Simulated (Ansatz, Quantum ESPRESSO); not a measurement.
# Predicting the next point of a tunnelling series: vacuum gaps between two Ir(100) faces

Method. Quantum ESPRESSO 7.5 (pw.x, pwcond.x), LDA, GBRV ultrasoft; geometry as built. T is the transmission per spin at the Fermi level, averaged over the mesh across the current, in a cell of 7.49 Å². The series steps the width of the vacuum gap.

```tsv
width (Å)	T
4	0.352
5	0.0892
6	0.00796
```

**Question.** What is T at 7 Å?

**Worked estimate.** In the tunnelling regime ln T falls linearly. The last two rows give a slope of ln(0.0892/0.00796)/(6 − 5) = 2.416 per Å, so T(7) ≈ 0.00796 × exp(−2.416 × 1) = 0.00071.

What the calculation gave: T = 0.000748; the estimate is 0.95 times that. The slope over the last interval is 2.365: the same within 8 %. Points of the mesh with over 2.5 times the mean carry 53 % of this T, so the value leans on the mesh. A second code, Ansatz 0.2.0, gives 0.000905.

Caveats: Short leads, unrelaxed atoms, a barrier without the image potential and an untested mesh.

[Logs are printed without paths, hosts, clocks, repeated set-up lines and the standing remarks that a program may print on its own settings, such as how far it seeks lower states.]
